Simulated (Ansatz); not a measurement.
# Phonons of Au-Os-Au stack of (100) layers, part 2 of 2

The plan: relax Au-Os-Au stack of (100) layers, check its phonons, and, if the lattice is stable, compute its Eliashberg function and ρ(T).

Ansatz 0.2.0; DFT LDA, scalar-relativistic, plane waves, PAW; PAW set soft_1.

So far: Set-up; Rough relaxation; Relaxation.

## (4) Tight relaxation

Residual forces and stress shift phonon frequencies, so the cell is relaxed again, with tight thresholds and the mesh and smearing of this input.

The input, input.yaml:

```yaml
crystal:
  lattice:
    - [2.6490504538, 0.0, 0.0]
    - [0.0, 2.6490504538, 0.0]
    - [0.0, 0.0, 31.4635181842]
  atoms:
    - { symbol: Au, position: [0.0, 0.0, 0.1688997791] }
    - { symbol: Os, position: [0.5, 0.5, 0.2356977359] }
    - { symbol: Au, position: [0.0, 0.0, 0.3024956927] }
  periodic: [true, true, false]
kpoints:
  mp_grid: { grid: [12, 12, 1] }
hamiltonian:
  xc: lda
  pseudopotentials: { kind: paw, azcp: { folder: soft_1 }, xc_functional: pbe }
scf:
  occupations: { method: methfessel_paxton, width: 0.2 }
output:
  forces: true
  stress: true
  eigenvalues: true
relax:
  adjacent_minimum: "off"
  f_tol: 0.001
  max_steps: 60
  cell: { stress_2d_tol: 0.002 }
```

Command:

```console
ansatz run input.yaml --threads 4 --pin off --max-ram 12288MiB --backend cpu --events-out ev --progress --plain --runs-dir out
```

Numbers of over 12 decimals in the logs are rounded to 6 here.

The program printed:

```text
[the first part of the log is left out]
  E_paw        = -27677.488002  (= ΣΔE_a)
  E_vpaw       = -1058.773246  (= ΣTr[D̂ρ^β])
  E_aug_tail   = 0.003522  (compensation charges beyond the density's cutoff)
  E_ewald      = 101399.934607
  E_core_change = 1.408315  (= ΣΔE_core)
  E_smearing   = -0.001241  (= −TS)
  E_closure    = 0.000000  (closes the sum)
  Σ components = -36849.400174   (vs F -36849.400174, Δ=0.00e0)
[...]
--- 2D stress c σ (N/m, compression-positive) ---
       -0.000017       0.000000       0.000000
        0.000000      -0.000017       0.000000
        0.000000       0.000000       0.000000
  P = ½ c Tr σ = -0.0000 N/m
--- Band table (eV; the first three rows and the last of 28) ---
[...]
--- Relaxed structure (5 steps of the walk, 4 accepted, 1 SCFs on fresh bases) ---
[...]
cell:  # Å, volume = 220.6955 Å³
    - [2.648458, 0, 0.0]
    - [0, 2.648458, 0.0]
    - [0.0, 0.0, 31.4635181842]
  atoms:
    - { symbol: Au, position: [0, 0, 0.168859] }
    - { symbol: Os, position: [0.5, 0.5, 0.235698] }
    - { symbol: Au, position: [0, 0, 0.302536] }
```

Elapsed: 27 s, on 4 threads of Arm Neoverse V1, shared host; peak memory 0.6 GiB.

Little changed from the start: no atom moved by 0.005 Å and no cell edge by 0.1 %.

## (5) Phonons by linear response: q 2×2×1, k 6×6×1

Couplings are defined for a stable lattice alone, so phonons come first.

input.yaml, the sections that differ from step 4:

```yaml
crystal:
  lattice:
    - [2.6484577496, 0.0, 0.0]
    - [0.0, 2.6484577496, 0.0]
    - [0.0, 0.0, 31.4635181842]
  atoms:
    - { symbol: Au, position: [0.0, 0.0, 0.1688594046] }
    - { symbol: Os, position: [0.5, 0.5, 0.2356977359] }
    - { symbol: Au, position: [0.0, 0.0, 0.3025360672] }
  periodic: [true, true, false]
kpoints:
  mp_grid: { grid: [6, 6, 1] }
output:
  eigenvalues: true
phonons:
  method: dfpt
  qmesh: [2, 2, 1]
  temperatures: { t_max: 1000, t_step: 50 }
  qpath:
    path: [[0.0, 0.0, 0.0], [0.0, 0.5, 0.0], [0.5, 0.5, 0.0], [0.0, 0.0, 0.0]]
    npoints: 10
# hamiltonian, scf: as in step 4
# relax: removed
```

The program printed:

```text
Warning: crystal.symmetry: narrowed to the stabiliser of the run's FFT grids — unitary ops 16 → 8. A phonons.method: dfpt run fills in the rows of the dynamical matrix that it does not solve by its symmetry operations, which is exact only for operations that map its FFT grids onto themselves: filled in by any other, the frequencies could depend on the order in which like atoms are typed, or, by more than the grids' own error, on where the crystal sits among the grids' points. Excluded: 8 operations. The run can therefore solve more perturbations, solve them on more k-points, or both, and cost more. [rest of the remark cut]
[...]
Crystal: 3 atoms, lattice volume = 220.695 Å³
Basis set: ecut = 420 eV, 4325 PW (Γ), exchange–correlation on 36×36×432 points (8 copies of the dense FFT grid, shifted against one another)
Bands: 33, of which v1, the nominal top of the filled ones, is band 27 counted from 1 (26 counted from 0)
Symmetry: 16 space group operations
k-points: 10 of 36 (irreducible under 8 space group operations)
[...]
SCF iter   1: F=—  HF=-36852.093266 eV  |F-HF|=—  |Δ(HF+E_count)|=         —  Δρ=6.50e-2  dr2=2.88e1  ethr=3.10e-3  ⟨swp⟩=13.7  Hψ=2613  notcnv=0
[...]
SCF iter  16: F=-36849.197162 eV  HF=-36849.197162 eV  |F-HF|=6.69e-10  |Δ(HF+E_count)|=   2.26e-9  S|Δr|=    0.00e0  Δρ=3.10e-8  dr2=2.27e-12  ethr=1.00e-12  ⟨swp⟩=23.5  Hψ=2761  notcnv=0
SCF 1 converged in 16 iterations: F = -36849.197162 eV  dr2 = 2.27e-12
[...]
phonons: the bands overlap, so this run is a metal and interpolates without the dipole-dipole term. If the crystal is really an insulator or semiconductor, its LO-TO splitting is missing
NSCF: frozen V_eff on 10 k-points
WARN: eigensolver did not converge (k=1): 1 band(s) unlocked after 2 eigensolves, warm-restarted (20 sweeps on the last) at ethr=2.70e-12 eV (storage-precision floor; scheduled 1.00e-12 eV) (lowest unlocked band 32, counted from 0; max residual 7.73e-6 eV among the unlocked bands, 7.73e-6 eV over every band; other slots of this pass that fall short are told together in one closing line; warning suppressed until the next SCF loop or pass starts)
WARN: eigensolver did not converge in 7 slots of this pass, the one above among them; of largest residual over every band (k=5): 1 band(s) unlocked (lowest unlocked band 32, counted from 0; max residual 2.11e-3 eV among the unlocked bands, 2.11e-3 eV over every band); of lowest unlocked band (k=1): band 32
[...]
DFPT response loops at q = (0, 0, 0) (fractional): preconditioner auto → none (partly filled bands, converged f_vac=0.743); β = 0.50; Broyden in place of MSR1
[...]
SCF converged after 16 iterations
Stability not checked: this state was not tested for a lower state beside it, because cold or Methfessel-Paxton smearing, or corrected tetrahedra, fill the levels in a way that the test cannot read (fill_not_monotonic; see scf.lower_state_search)
Free energy (F): -36849.197162 eV
[...]
Internal energy: -36849.169371 eV  (E = F + TS)
E sigma→0 (E₀):  -36849.190215 eV
Entropy (-TS):   -0.027791 eV (-9.264 meV/atom)
Fermi energy:    -5.702586 eV
[...]
--- Band table (eV; the first three rows and the last of 10) ---
  k-point 0: bands = [... 23 lower, -8.6042, -7.6105, -7.5776, -6.7414, -5.0308, -5.0308, -5.0306, -3.8772, ... 2 higher]
  k-point 1: bands = [... 23 lower, -8.3462, -8.1005, -8.0897, -6.5488, -5.5236, -4.9341, -4.6026, -2.6232, ... 2 higher]
  k-point 2: bands = [... 23 lower, -8.7023, -8.4594, -6.7100, -6.4013, -5.6745, -4.8834, -3.6852, -0.3973, ... 2 higher]
  k-point 9: bands = [... 23 lower, -6.1919, -6.1914, -5.4435, -1.9254, -1.9254, -1.8409, 1.3753, 1.3753, ... 2 higher]
--- Phonons (Γ-DFPT): 6 representative perturbations + reference (Σ response iterations 32) ---
  ASR residual: 6.759e-5 → 0.000e0 eV/Å²; symmetrization residual: 4.043e-5 eV/Å²
  The last average, over the group as it would stand without the narrowing to the FFT grids, took up to 1.720e-5 eV/Å² of the zone centre's force constants
  ASR residual per site (eV/Å²): 6.76e-5 5.79e-5 4.08e-5
  Γ frequencies (cm⁻¹): 0.00 0.00 0.00 55.98 55.98 89.92 93.75 93.75 148.61
--- Phonons (arbitrary-q DFPT): 3 irreducible q on the 2×2×1 mesh ---
  q = [0.0000, 0.0000, 0.0000] (star 1, of the zone-centre solve; hermiticity 7.76e-6, symmetrization 1.18e-12, taken by the last average 1.65e-6): -0.00 0.00 0.00 55.98 55.98 89.92 93.75 93.75 148.61
  q = [0.0000, -0.5000, 0.0000] (star 2, 9 solved perturbations on 16 of 36 k-point pairs; hermiticity 4.13e-6, symmetrization 2.66e-9, taken by the last average 5.41e-7): -213.55 -209.92 -102.32 32.01 39.91 87.34 102.70 194.81 195.06
  q = [-0.5000, -0.5000, 0.0000] (star 1, 6 solved perturbations in 78 linear systems a pass and spin channel, the states on 16 of 36 k-point pairs; hermiticity 5.22e-7, symmetrization 1.01e-9, taken by the last average 1.95e-7): -354.07 -354.07 -154.03 46.83 72.65 181.57 181.57 181.67 181.67
  sum rule: each row above includes the acoustic sum rule's correction from the zone centre's row sums; it moved no ω² by more than (0.31 cm⁻¹)²
  mesh force constants: q→R imaginary residual 5.51e-18; ASR residual 6.759e-5 → 0.000e0 eV/Å²; symmetrization residual 2.132e-14 eV/Å²
  interpolated dispersion: 31 rows × 9 modes
  density of states and harmonic sums: on the 24×24×1 q-mesh, interpolated from the force constants of a 2×2×1 supercell (no non-analytic term)
  largest difference from the sums on the solved wave vectors: F 7.00e-2 eV, S 7.07e-5 and C_V 2.45e-5 eV/K
  zero-point energy: 0.043465 eV/cell   skipped modes (ω ≤ 0): 273, of them read as no rigid motion or as one in doubt: 270 (2.995e0 modes/cell left out, lowest -354.07 cm⁻¹)   left out of the sums: 3.33e-1 of the cell's modes: C_V's classical limit lies that fraction below 3 k_B per atom; for a crystal, a wire or a layer, F and S can be off by more, and a phonons.interpolated_qmesh denser along its periods is the remedy for the sampling
```

Run time: 94 s. Hardware: 4 threads; peak memory 0.8 GiB; 6 min of CPU time.

Numbers from this step:

```yaml
share_of_imaginary_modes_in_the_plain_interpolation_between_solved_wavevectors: 0.3326
highest_frequency_solved_or_plainly_interpolated: 195.1 cm⁻¹
```

Solved on the 2×2×1 mesh alone; all other wavevectors are interpolated. The phonon branches at the labelled points (cm⁻¹):

```
  point  branch 1  branch 2  branch 3  branch 4  branch 5  branch 6  branch 7  branch 8  branch 9
      Γ         0         0         0        56        56        90        94        94       149
halfway      -144      -142       -56        46        51       103       110       144       145
      X      -214      -210      -102        32        40        87       103       195       195
halfway      -292      -290      -131        70        85       130       132       188       188
      M      -354      -354      -154        47        73       182       182       182       182
halfway      -230      -227       -97        88        92       137       138       138       138
      Γ         0         0         0        56        56        90        94        94       149
```

The phonon branches as a text plot (rows in cm⁻¹):

```
    184 |           ****************************
    161 |         **                **          ****
    138 |*********               ***                ***    ******
    115 |    *****             **                      ****
     92 |***************************            *****************
     69 | *****             ************************       *****
     46 |*******************        ************                *
     23 |              ***
      1 |**                                                     *
    -22 | *****                                            *****
    -45 |  **  ***                                       **
    -68 |    **   **                                   **  ***
    -91 |    **     ******                          ***    ***
   -114 |      *          *******                 **
   -137 |       **               *****       *****       **
   -160 |         **                  *******
   -182 |           *                                  **
   -205 |            *******
   -228 |                 ****                      ***
   -251 |                     *
   -274 |                      **                 **
   -297 |                        *              **
   -320 |                         ****
   -343 |                             **********
         Γ               X               M                      Γ
```

Lowest modes at the softest wavevector of the mesh. Modes at q = (0.500, 0.500, 0.000), with each element's share of the kinetic energy (negative means imaginary):

```
mode  frequency (cm⁻¹)  Au %  Os %
   1            -354.1     0   100
   2            -354.1     0   100
   3            -154.0     0   100
   4              46.8   100     0
   5              72.7   100     0
   6             181.6   100     0
```

Displacements in mode 1 (-354.1 cm⁻¹), the largest set to 1, in the home cell:
```
Au1  0.00  0.00  0.00
Os2 -1.00  0.00  0.00
Au3  0.00  0.00  0.00
```

Displacements in mode 4 (46.8 cm⁻¹), the largest set to 1, in the home cell:
```
Au1 0.00 0.00 1.00
Os2 0.00 0.00 0.00
Au3 0.00 0.00 1.00
```

Among the solved wavevectors the lowest mode, translations apart, is -354 cm⁻¹, imaginary.

## (6) Lattice stability: q 3×3×1, k 9×9×1

An imaginary mode on so few k-points may come from the sampling, so the phonons are repeated with another q and k mesh.

input.yaml, as its differences from that of step 5:

```diff
@@ -11,3 +11,3 @@
 kpoints:
-  mp_grid: { grid: [6, 6, 1] }
+  mp_grid: { grid: [9, 9, 1] }
 hamiltonian:
@@ -21,3 +21,3 @@
   method: dfpt
-  qmesh: [2, 2, 1]
+  qmesh: [3, 3, 1]
   temperatures: { t_max: 1000, t_step: 50 }
```

The program printed:

```text
[...]
Crystal: 3 atoms, lattice volume = 220.695 Å³
Basis set: ecut = 420 eV, 4325 PW (Γ), exchange–correlation on 36×36×432 points (8 copies of the dense FFT grid, shifted against one another)
Bands: 33, of which v1, the nominal top of the filled ones, is band 27 counted from 1 (26 counted from 0)
Symmetry: 16 space group operations
k-points: 15 of 81 (irreducible under 8 space group operations)
[...]
SCF iter   1: F=—  HF=-36852.111196 eV  |F-HF|=—  |Δ(HF+E_count)|=         —  Δρ=6.59e-2  dr2=2.85e1  ethr=3.10e-3  ⟨swp⟩=14.7  Hψ=3991  notcnv=0
[...]
SCF iter  15: F=-36849.356575 eV  HF=-36849.356575 eV  |F-HF|=1.02e-10  |Δ(HF+E_count)|=  7.64e-10  S|Δr|=    0.00e0  Δρ=2.45e-8  dr2=8.81e-13  ethr=1.00e-12  ⟨swp⟩=10.9  Hψ=3102  notcnv=0
SCF 1 converged in 15 iterations: F = -36849.356575 eV  dr2 = 8.81e-13
[...]
SCF converged after 15 iterations
[...]
Free energy (F): -36849.356575 eV
[...]
Internal energy: -36849.340665 eV  (E = F + TS)
E sigma→0 (E₀):  -36849.352598 eV
Entropy (-TS):   -0.015910 eV (-5.303 meV/atom)
Fermi energy:    -5.861864 eV
Step filling:    the computed levels leave a gap of 0.0085 eV = 0.0 smearing widths at the electron count; against every level under it full and every level over it empty, smearing changes F+E_penalty+E_count by -12.273 meV and its σ→0 estimate by -8.295 meV
[...]
--- Band table (eV; the first three rows and the last of 15) ---
  k-point 0: bands = [... 23 lower, -8.6717, -7.6832, -7.6491, -6.8138, -5.1610, -5.1610, -5.0928, -4.0567, ... 2 higher]
  k-point 1: bands = [... 23 lower, -8.6749, -7.9127, -7.9097, -6.3020, -6.1568, -5.1074, -4.4137, -3.5493, ... 2 higher]
  k-point 2: bands = [... 23 lower, -8.4522, -8.4302, -8.0160, -6.8285, -5.1728, -5.0345, -5.0024, -1.8576, ... 2 higher]
  k-point 14: bands = [... 23 lower, -6.7287, -6.3880, -5.6192, -3.0973, -2.9950, -0.8743, -0.4712, 1.7311, ... 2 higher]
[...]
ASR residual: 3.222e-4 → 0.000e0 eV/Å²; symmetrization residual: 8.568e-5 eV/Å²
[...]
ASR residual per site (eV/Å²): 1.19e-4 3.22e-4 1.25e-4
  Γ frequencies (cm⁻¹): 0.00 0.00 0.00 56.23 56.23 93.30 95.05 95.05 153.42
--- Phonons (arbitrary-q DFPT): 3 irreducible q on the 3×3×1 mesh ---
[...]
interpolated dispersion: 31 rows × 9 modes
[...]
```

Run time: 4 min. Hardware: 4 threads; peak memory 1.5 GiB.

Numbers from this step:

- share of imaginary modes in the plain interpolation between solved wavevectors: 0.2167
- highest frequency, solved or plainly interpolated: 198.4 cm⁻¹

Solved on the 3×3×1 mesh alone; all other wavevectors are interpolated. The phonon branches at the labelled points (cm⁻¹):

```
  point  branch 1  branch 2  branch 3  branch 4  branch 5  branch 6  branch 7  branch 8  branch 9
      Γ         0         0         0        56        56        93        95        95       153
halfway      -114       -50        49        55        59       103       117       144       158
      X      -172       -96        42        47        84        99       102       194       198
halfway      -176      -147        76        85       108       133       135       189       190
      M      -184      -184        70        79       114       182       182       183       183
halfway      -151      -104        67        90       111       133       134       146       152
      Γ         0         0         0        56        56        93        95        95       153
```

The phonon branches as a text plot (rows in cm⁻¹):

```
    190 |            **********************
    175 |         ***                 ************
    159 |****   ****              ****          *******       ***
    143 |    *****               ***              ************
    127 |      *                 *                  *****
    111 |    **********       ********************************
     95 |************************                   *************
     79 |  ****      *******************************       *****
     63 |**    ******       **        *******       *****     ***
     47 |  *****************                             **
     31 |    **                                            ***
     15 | ***                                              *****
     -1 |**                                                   ***
    -16 |  ****
    -32 |      *
    -48 |       **                                       *****
    -64 |    **   **
    -80 |           *                                  **
    -96 |      *     *******                        ***  **
   -112 |       **          ***
   -128 |         **           **                 **   **
   -144 |           *            *              **  ***
   -160 |            **           **              **
   -176 |              ***************************
         Γ               X               M                      Γ
```

Lowest modes at the softest wavevector of the mesh. The modes at q = (-0.333, 0.333, 0.000) (shares of kinetic energy by element, %) (negative means imaginary):

```
mode  frequency (cm⁻¹)  Au %  Os %
   1            -174.3     0   100
   2            -144.8     3    97
   3              72.3    94     6
   4              83.6    99     1
   5             111.6    11    89
   6             159.3   100     0
```

Displacements in mode 1 (-174.3 cm⁻¹), the largest set to 1, in the home cell:
```
Au1 0.02 0.02 0.00
Os2 1.00 1.00 0.00
Au3 0.02 0.02 0.00
```

Displacements in mode 6 (159.3 cm⁻¹), the largest set to 1, in the home cell:
```
Au1 -1.00 -1.00  0.00
Os2  0.00  0.00  0.00
Au3  1.00  1.00  0.00
```

The modes has structure finer than the step of the table below, so its rows give means over 20 cm⁻¹, whole bins alone (the curve runs from -194 to 214 cm⁻¹). Peaks (cm⁻¹: height): Au 73.0: 0.0783, 85.8: 0.0656, 103.7: 0.0709, 131.9: 0.0236, 183.2: 0.0596; Os -173.0: 0.0321, -96.1: 0.0155, 111.4: 0.0478, 149.9: 0.0155.

Phonopy on the run's constants, 21x21x1 mesh, Gaussian sigma 2.9 cm⁻¹. The modes by wavenumber; means over each step; values in 1/cm⁻¹/cell:

```
wavenumber (cm⁻¹)       Au       Os
             -180   4.3e-4   0.0193
             -160   7.3e-4   0.0182
             -140   4.7e-4   0.0115
             -120   4.4e-4  0.00997
             -100   4.6e-4   0.0117
              -80   6.2e-4  0.00807
              -60   8.2e-4  0.00540
              -40   9.3e-4  0.00311
              -20  0.00173  0.00255
                0  0.00103   6.5e-4
               20  0.00274  0.00180
               40  0.00963  0.00174
               60   0.0362  0.00392
               80   0.0636  0.00488
              100   0.0473   0.0205
              120   0.0238   0.0159
              140   0.0205  0.00401
              160   0.0286  0.00490
              180   0.0475  0.00134
              200   0.0124   5.4e-4
```

No LO-TO term; unit eigenvectors of the mass-weighted matrix. The modes at Γ (shares of kinetic energy by element, %):

```
mode  frequency (cm⁻¹)  symmetry  Au %  Os %
   1               0.0   unnamed    67    33
   2               0.0   unnamed    67    33
   3               0.0   unnamed    67    33
   4              56.2        Eg   100     0
   5              56.2        Eg   100     0
   6              93.3       A1g   100     0
   7              95.1        Eu    33    67
   8              95.1        Eu    33    67
   9             153.4       A2u    33    67
```

Displacements in mode 4 (56.2 cm⁻¹), the largest set to 1:
```
Au1 -1.00  0.00  0.00
Os2  0.00  0.00  0.00
Au3  1.00  0.00  0.00
```

Displacements in mode 7 (95.1 cm⁻¹), the largest set to 1:
```
Au1 -0.48  0.09  0.00
Os2  1.00 -0.19  0.00
Au3 -0.48  0.09  0.00
```

Among the solved wavevectors the lowest mode, translations apart, is -174 cm⁻¹, imaginary.

## (7) Outcome

| Quantity | Value |
| --- | --- |
| phonon run of the rows without a label of their own | LDA, q 3×3×1, k 9×9×1 |
| softest mode on the q mesh | -174 cm⁻¹ at q = (-0.333, 0.333, 0) |
| highest frequency, solved or plainly interpolated | 198 cm⁻¹ |

What this shows: The lattice is dynamically unstable at this level: a mode at q = (-0.333, 0.333, 0) is imaginary, 174i cm⁻¹, so no harmonic coupling constant or resistivity is defined for this structure. These meshes are coarse, and single modes of a metal can move by tens of cm⁻¹ with the k mesh. The coarser mesh found an imaginary mode at another wavevector, which this mesh lacks. Spin–orbit coupling, left out here, matters for Au and Os. The PAW files were made for PBE; under other functionals the run regenerates their frozen core. The structure was built by hand as an ordered model, and its stability against other phases was not tested.

[Logs are printed without paths, hosts, clocks, repeated set-up lines and the standing remarks that a program may print on its own settings, such as how far it seeks lower states.]

[Hosts, paths, dates, database ids (printed as entryN), source tags and the programs' standing remarks are cut or masked in the printed files.]
